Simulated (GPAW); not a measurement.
Consider PbO (Litharge, P4/nmm).

```
Pb O
1.0
     3.99000    0.00000    0.00000
     0.00000    3.99000    0.00000
     0.00000    0.00000    5.01000
Pb O
2 2
Direct
  0.50000 0.00000 0.76000
  0.00000 0.50000 0.24000
  0.50000 0.50000 0.00000
  0.00000 0.00000 0.00000
```

Absorber: atom 3, with 4 Pb at 2.33 Å (tetrahedral, site symmetry -4m2). Method: GPAW, RPBE, full core hole (charged cell), 16-atom cell with 7.5 Å between holes, 4×4×4 k points, dipole transitions, Gaussian full width 0.9 eV up to 4 eV, rising linearly to 3.5 eV at 25 eV, without spin-orbit coupling.

The database entry behind the starting cell differs from later determinations by our own check (an axis about 0.4 % long against later determinations), so it need not match the best structure at ambient conditions.

**Question.** What does the O K edge look like?

Main maxima up to 24 eV above the zero (height): 1.6 eV (2.24), 5.4 eV (2.05) and 15.4 eV (1.37). A K edge sees empty p states on the absorber. The total-energy difference plus the lowest empty eigenvalue puts the zero at 538.10 eV. One term is added: -8.91 eV, since the hole is spin-paired here and a spin-polarised one costs that much less in the free atom (computed apart). The photon energy is then 529.19 eV. The functional and the charged cell's background leave an error of a few eV in such absolute values.

The O K spectrum (energy from the lowest empty level; intensity scaled to a mean of 1 over the first 20 eV; polarised curves are means over the symmetry-equivalent atoms):

```csv
E (eV),isotropic,ε ⊥ c,ε ∥ c
-2.0,0.00,0.00,0.00
-1.4,0.00,0.00,0.00
-0.8,0.00,0.00,0.00
-0.2,0.02,0.01,0.02
0.4,0.25,0.20,0.35
1.0,1.38,1.08,1.97
1.6,2.24,2.14,2.45
2.2,1.74,1.89,1.43
2.8,0.95,0.99,0.88
3.4,1.03,1.03,1.03
4.0,1.52,1.71,1.15
4.6,1.75,2.05,1.15
5.2,2.00,2.15,1.71
5.8,1.85,1.73,2.09
6.4,1.07,0.98,1.26
7.0,0.53,0.51,0.57
7.6,0.47,0.48,0.44
8.2,0.47,0.50,0.41
8.8,0.40,0.45,0.31
9.4,0.36,0.43,0.23
10.0,0.39,0.47,0.22
10.6,0.53,0.63,0.32
11.2,0.77,0.88,0.54
11.8,0.95,1.03,0.78
12.4,0.99,1.02,0.93
13.0,0.97,0.98,0.95
13.6,1.01,1.04,0.94
14.2,1.15,1.20,1.04
14.8,1.30,1.33,1.25
15.4,1.37,1.33,1.45
16.0,1.30,1.20,1.50
16.6,1.12,1.00,1.37
17.2,0.90,0.79,1.12
17.8,0.69,0.61,0.85
18.4,0.56,0.51,0.66
19.0,0.53,0.50,0.59
19.6,0.57,0.54,0.63
20.2,0.63,0.59,0.72
20.8,0.70,0.64,0.82
21.4,0.75,0.67,0.90
22.0,0.79,0.70,0.97
22.6,0.83,0.72,1.05
23.2,0.88,0.75,1.13
23.8,0.92,0.79,1.18
24.4,0.96,0.85,1.18
25.0,1.00,0.93,1.14
25.6,1.05,1.04,1.06
26.2,1.10,1.15,0.99
26.8,1.15,1.25,0.96
27.4,1.19,1.32,0.95
28.0,1.21,1.34,0.95
28.6,1.20,1.33,0.95
29.2,1.16,1.28,0.93
29.8,1.11,1.22,0.88
30.4,1.04,1.15,0.82
31.0,0.98,1.09,0.76
31.6,0.92,1.03,0.71
```

The mesh is coarse (0.28 Å⁻¹ between points), so small maxima may be mesh ripples. Lifetime broadening is put in by hand, and intensities beyond about 20 eV depend on it and on the partial waves. The structure is a published determination, not relaxed.

[Banner, clock and machine lines of the logs are left out without a mark of their own.]

[Logs are printed without paths, hosts, clocks, repeated set-up lines and the standing remarks that a program may print on its own settings, such as how far it seeks lower states.]

[Hosts, paths, dates, database ids (printed as entryN), source tags and the programs' standing remarks are cut or masked in the printed files.]

[Lists of maxima count a maximum above −3 eV only where it reaches 4 % of the highest in the window and stands out from its surroundings by 2 % of it (1.5 % where it reaches 55 %); shoulders and weaker maxima are passed over, and of the rest the first, up to two pre-edge ones and the few strongest are named.]
